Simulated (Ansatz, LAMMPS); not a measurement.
## Molecular dynamics of amorphous carbon (208 atoms)

Wanted: a short trajectory of amorphous carbon (208 atoms) with its pair distributions.

Method: Kohn-Sham DFT, PBE, PAW (set soft_2), plane waves, in Ansatz 0.2.0.

### Step 1. The structure

The cell holds 208 atoms: 208 C. Cell: a = 11.642 Å, b = 11.642 Å, c = 11.642 Å, α = 90.0°, β = 90.0°, γ = 90.0°. 208 atoms (208 C) placed at random at 2.63 g/cm³, melted at 6000 K for 10 ps at fixed volume with the Erhart-Albe potential (Erhart and Albe, Phys. Rev. B 71, 035211 (2005)). Quenched from 6000 K to 700 K at 200 K/ps and fixed volume, held 5 ps.

Limits known from the start: The quench rate of 200 K/ps is many orders above laboratory rates, so the cell is likely richer in defects and strain than a real sample. The network of bonds at the start is that of the classical potential that made the cell. Sampling is at Γ alone, for a cell whose shortest periodic width is 12 Å.

### Step 2. Single point at the start

A single point comes first, to see the forces before anything moves.

Input file input.yaml:

```yaml
crystal:
  lattice:
    - [11.6422, 0.0, 0.0]
    - [0.0, 11.6422, 0.0]
    - [0.0, 0.0, 11.6422]
  atoms:
    - { symbol: C, position: [0.03363, 0.83298, 0.162] }
    - { symbol: C, position: [0.35632, 0.14243, 0.00881] }
    - { symbol: C, position: [0.33911, 0.21688, 0.67737] }
    - { symbol: C, position: [0.93321, 0.08306, 0.2996] }
    [... 198 atom lines left out ...]
    - { symbol: C, position: [0.04969, 0.12415, 0.11388] }
    - { symbol: C, position: [0.30418, 0.02533, 0.82345] }
    - { symbol: C, position: [0.13668, 0.53037, 0.30364] }
    - { symbol: C, position: [0.95393, 0.63967, 0.50828] }
    - { symbol: C, position: [0.47176, 0.55597, 0.87927] }
    - { symbol: C, position: [0.31854, 0.50451, 0.70965] }
kpoints:
  mp_grid: { grid: [1, 1, 1] }
hamiltonian:
  xc: pbe
scf:
  occupations: { method: fermi_dirac, width: 0.025 }
output:
  forces: true
```

Launch:

```console
> ansatz run input.yaml --threads 4 --pin off --max-ram 8192MiB --backend cpu --events-out ev --progress --plain --runs-dir out
```

Wall time 28 s (4 threads of Arm Neoverse V2, shared host); peak memory 2.5 GiB; 1.7 min of CPU time.

Numbers from this run:

| Quantity | Value |
| --- | --- |
| free energy | -51978.1063 eV |
| free energy per atom | -249.8947 eV/atom |
| SCF cycles | 11 |
| r.m.s. force component | 1.571 eV/Å |
| longest force | 7.087 eV/Å |
| Fermi energy | 9.046 eV |

The r.m.s. force component of 1.6 eV/Å sets the starting point.

Neighbours are counted within 1.85 Å (C-C).

Length of the force by element and coordination:

```csv
element,coordination,atoms,mean length of the force (eV/Å),spread,least,most
C,all,208,2.46,1.16,0.217,7.09
C,2,3,3.02,0.103,2.94,3.16
C,3,174,2.54,1.18,0.437,7.09
C,4,31,1.97,0.952,0.217,3.82
```

### Step 3. Dynamics started at 300 K

A Nosé–Hoover thermostat steers the temperature while disturbing the dynamics little. The time step is 1.0 fs.

Changes to input.yaml since step 2:

```diff
@@ -15 +15,8 @@
   forces: true
+md:
+  timestep: 1.0
+  n_steps: 110
+  ensemble: nvt_nose_hoover
+  temperature: 300
+  initial_velocities: maxwell_boltzmann
+  seed: 2856
```

Run time: 35 min. Hardware: 4 threads; peak memory 2.8 GiB; 2.3 h of CPU time.

The program notes that it switched symmetry off.

The trajectory, sampled:

```csv
time (fs),T (K),potential (meV/atom),conserved (meV/atom)
0.0,300,0.0,0.00
7.0,726,-55.3,-0.43
15.0,874,-76.1,-0.33
22.0,835,-74.8,-0.31
29.0,776,-71.4,-0.32
37.0,814,-80.9,-0.32
44.0,827,-86.5,-0.39
51.0,775,-83.4,-0.37
59.0,752,-84.8,-0.34
66.0,734,-86.7,-0.38
73.0,791,-98.4,-0.49
81.0,708,-92.7,-0.36
88.0,816,-111.5,-0.50
95.0,769,-110.5,-0.48
103.0,744,-112.8,-0.49
110.0,708,-113.1,-0.49
```

Mean square displacement from the first frame to the last: C 0.14 Å².

The mean square displacement by time lag:

```csv
time lag (fs),mean square displacement (Å²)
1.0,1.6e-4
3.0,0.00141
5.0,0.00383
7.0,0.00722
12.0,0.0182
14.0,0.0229
16.0,0.0275
19.0,0.0340
21.0,0.0381
23.0,0.0421
25.0,0.0458
30.0,0.0548
32.0,0.0582
34.0,0.0614
37.0,0.0657
39.0,0.0683
41.0,0.0706
43.0,0.0727
48.0,0.0771
50.0,0.0787
52.0,0.0804
55.0,0.0830
```

Over the second half of 110 fs the temperature averages 757 K with swings of 28 K r.m.s. The conserved energy stays within 0.55 meV/atom. The atoms reach a mean square displacement of 0.14 Å² at the end; the farthest move is 1.46 Å. The mean temperature of 757 K lies well off the 300 K of the input, so the thermostat hasn't yet brought the run to equilibrium. The count of bonds goes from 326 in the first frame to 335 in the last, by one set of cutoffs: 5 pairs passed out of them and 14 came within. The run spans 0.11 ps, too short for its means to be equilibrium values.

### Step 4. Local order late in the run

The g(r) is a mean over the second half; what follows it is taken at the last frame.

Bonds before and after, by the cutoffs listed below:

```csv
pair,bonds before,bonds after,mean before (Å),mean after (Å),spread before (Å),spread after (Å)
C-C,326,335,1.503,1.502,0.059,0.089
```

Density 2.63 g/cm³, 7.587 Å³ an atom.

Mean of 15 frames. Pair distribution function in bins of 0.1 Å:

```csv
r (Å),total
1.15,0.00
1.25,0.05
1.35,1.12
1.45,3.77
1.55,2.81
1.65,0.70
1.75,0.15
1.85,0.07
1.95,0.04
2.05,0.05
2.15,0.09
2.25,0.32
2.35,1.01
2.45,1.67
2.55,1.92
2.65,1.63
2.75,1.15
2.85,0.94
2.95,0.94
3.05,0.98
3.15,0.95
3.25,0.95
3.35,0.96
3.45,1.01
3.55,1.01
3.65,1.05
3.75,1.14
3.85,1.17
3.95,1.01
4.05,0.91
4.15,0.90
4.25,0.92
4.35,0.93
4.45,0.97
4.55,0.98
4.65,0.99
4.75,1.04
4.85,1.03
4.95,1.01
5.05,1.01
5.15,0.99
5.25,0.98
5.35,0.98
5.45,0.97
```

Bonds by pair of elements; cutoffs follow the first minimum of g(r), held within bounds set by covalent radii, and pairs that aren't listed don't count as bonded:

```csv
pair A-B,cutoff (Å),bonds,mean length (Å),spread (Å),shortest (Å),B about A,A about B
C-C,1.85,335,1.50,0.089,1.31,3.22,3.22
```

How many atoms have how many bonded neighbours:

```csv
element,mean,2,3,4
C,3.22,1,160,47
```

Bond angles, per cent of each kind in bins of 5°:

```csv
angle (°),C-C-C
55–60,0.4
60–65,0.3
65–70,0.1
70–75,0.0
75–80,0.1
80–85,0.4
85–90,1.1
90–95,2.5
95–100,4.2
100–105,6.6
105–110,13.5
110–115,19.7
115–120,16.6
120–125,14.7
125–130,10.4
130–135,6.0
135–140,2.5
140–145,0.7
145–150,0.1
150–155,0.1
155–160,0.1
```

Bond angles (no mean is given where the spread exceeds 20°):

```csv
angle,count,mean (°),spread (°)
C-C-C,763,115,12.2
```

Bond length by coordination (bonds to H left out):

```csv
element,coordination,atoms,mean bond length (Å)
C,2,1,1.36
C,3,160,1.48
C,4,47,1.56
```

Rings of the network by King's shortest-path rule, up to 12 atoms, one path for each pair of neighbours; H, halogens, alkali and alkaline-earth atoms are left out, and the last column divides by all other atoms, bonded or not:

```csv
ring size (atoms),rings,per network atom
3,2,0.01
4,2,0.01
5,18,0.087
6,25,0.12
7,37,0.178
8,37,0.178
9,48,0.231
10,25,0.12
11,10,0.048
12,1,0.005
```

With the cutoffs above, 77 % of C atoms have 3 bonded neighbours. The C-C-C angle averages 115° with a spread of 12°. Read as hybridisation, 23 % of the carbon is sp3 and 77 % sp2. Bonds at C atoms with 3 neighbours average 1.48 Å, against 1.56 Å at those with 4. Rings of 9 atoms are the most common (23 % of those counted); sizes run from 3 to 12, where the search stops.

### Step 5. Single point at the last frame

The last frame is solved again with fuller output, to read the electronic structure of a thermally displaced geometry.

Input file input.yaml:

```yaml
crystal:
  lattice:
    - [11.6422, 0.0, 0.0]
    - [0.0, 11.6422, 0.0]
    - [0.0, 0.0, 11.6422]
  atoms:
    - { symbol: C, position: [0.01458, 0.82487, 0.16247] }
    - { symbol: C, position: [0.38758, 0.12091, 0.99984] }
    - { symbol: C, position: [0.34541, 0.21238, 0.67713] }
    - { symbol: C, position: [0.88465, 0.0611, 0.2569] }
    [... 198 atom lines left out ...]
    - { symbol: C, position: [0.02018, 0.10954, 0.08649] }
    - { symbol: C, position: [0.31844, 0.01916, 0.81518] }
    - { symbol: C, position: [0.13001, 0.55566, 0.31323] }
    - { symbol: C, position: [0.94057, 0.65068, 0.51832] }
    - { symbol: C, position: [0.48765, 0.54926, 0.91583] }
    - { symbol: C, position: [0.34187, 0.5034, 0.70149] }
kpoints:
  mp_grid: { grid: [1, 1, 1] }
hamiltonian:
  xc: pbe
scf:
  occupations: { method: fermi_dirac, width: 0.025 }
output:
  forces: true
  stress: true
  populations: true
  dos:
    method: { smearing: { sigma: 0.08 } }
    de: 0.1
    projected: { site_lists: { C: [C] } }
  eigenvalues: true
  write_density: true
  write_potential: true
  volumetric_format: npy
```

It took 60 s on 4 threads; peak memory 2.6 GiB.

Numbers from this run:

```
free energy                             : -52001.6246 eV
free energy per atom                    : -250.0078 eV/atom
SCF cycles                              : 15
pressure                                : -4.326 GPa
r.m.s. force component                  : 1.381 eV/Å
longest force                           : 6.834 eV/Å
Fermi energy                            : 9.071 eV
levels partly filled by over 2 per cent : 4
spilling of the projection              : 0.007091
```

Neighbours are counted within 1.85 Å (C-C), the cutoffs taken from the dynamics.

Length of the force by element and coordination:

```csv
element,coordination,atoms,mean length of the force (eV/Å),spread,least,most
C,all,208,2.15,1.05,0.253,6.83
C,2,1,5.11,0,5.11,5.11
C,3,160,2.14,1.04,0.253,6.83
C,4,47,2.12,0.996,0.457,5.20
```

The mean of these charges, 0.028 e, is only the charge that the projection spills.

Löwdin charges by element and coordination (they lack the spilled electrons, 0.028 e an atom on average):

```csv
element,coordination,atoms,mean charge (e),spread,least,most
C,all,208,0.0284,0.0262,-0.0862,0.106
C,2,1,-0.0438,0,-0.0438,-0.0438
C,3,160,0.0242,0.0269,-0.0862,0.106
C,4,47,0.0441,0.0121,0.0187,0.0676
```

Density of states as counts of states in windows of 1 eV (from the Fermi level), total and the larger projections:

```csv
from (eV),to (eV),total,C p,C s
-14,-13,34.2,18.0,15.9
-13,-12,33.9,20.4,13.3
-12,-11,37.8,25.2,12.3
-11,-10,37.4,28.0,9.2
-10,-9,45.1,37.1,7.6
-9,-8,57.9,50.7,6.8
-8,-7,62.0,56.1,5.5
-7,-6,64.6,59.7,4.6
-6,-5,62.7,58.8,3.7
-5,-4,57.6,54.3,3.1
-4,-3,47.7,45.2,2.3
-3,-2,41.5,39.3,2.0
-2,-1,39.4,37.1,2.0
-1,0,35.1,32.6,2.0
0,1,33.0,30.3,2.2
1,2,35.6,32.2,2.5
2,3,33.3,29.6,2.7
3,4,34.6,29.6,3.5
4,5,30.8,25.0,4.1
```

The curve was stored every 0.100 eV, coarse against its broadening of 0.08 eV, so these counts are rough.

Between -21 and -14 eV lie 176 more states.

The levels nearest the highest filled one (over half full), pooled over k-points and spins:

```csv
level less the highest filled one (eV),occupation
-0.301,2
-0.272,2
-0.182,2.00
-0.142,2.00
-0.0447,1.86
0,1.37
0.048,0.482
0.0631,0.296
0.276,0
0.281,0
0.405,0
0.424,0
```

Löwdin charges run from -0.09 to +0.11 e, about a mean that is the spilled charge alone. Within 0.4 eV of the Fermi level the largest share is C p (94 % of the projected weight).

### Step 6. Results

```yaml
mean_temperature_second_half: 756.9 K
temperature_swing_second_half: 28.21 K
slope_of_the_conserved_energy_against_time_by_least_squares: -2.377 meV/atom/ps
free_energy_per_atom: -250.0078 eV/atom
pressure: -4.326 GPa
r_m_s_force_component: 1.381 eV/Å
wall_time_of_the_3_dft_runs: 36 min
```

**Reading.** Over the second half of 110 fs the temperature averages 757 K with swings of 28 K r.m.s. The conserved energy stays within 0.55 meV/atom. The mean temperature of 757 K lies well off the 300 K of the input, so the thermostat hasn't yet brought the run to equilibrium. The count of bonds goes from 326 in the first frame to 335 in the last, by one set of cutoffs: 5 pairs passed out of them and 14 came within. The run spans 0.11 ps, too short for its means to be equilibrium values. With the cutoffs above, 77 % of C atoms have 3 bonded neighbours. Read as hybridisation, 23 % of the carbon is sp3 and 77 % sp2.

Counting bands leaves a spacing of only 0.048 eV (at Γ alone), which the smearing bridges: 4 levels are partly filled by over 2 %, so a gap, if any, is small at this level.

What to keep in mind: The starting topology of bonds comes from the classical model; in DFT 5 of its 326 bonded pairs passed out of the cutoffs and 14 came within them. The stress is far from hydrostatic: its diagonal is -0.8, -6.6, -5.6 GPa, compression counted positive. The pressure of -4.3 GPa is that of one thermal frame at a volume set beforehand, without the kinetic term.

[Logs are printed without paths, hosts, clocks, repeated set-up lines and the standing remarks that a program may print on its own settings, such as how far it seeks lower states.]

[Hosts, paths, dates, database ids (printed as entryN), source tags and the programs' standing remarks are cut or masked in the printed files.]
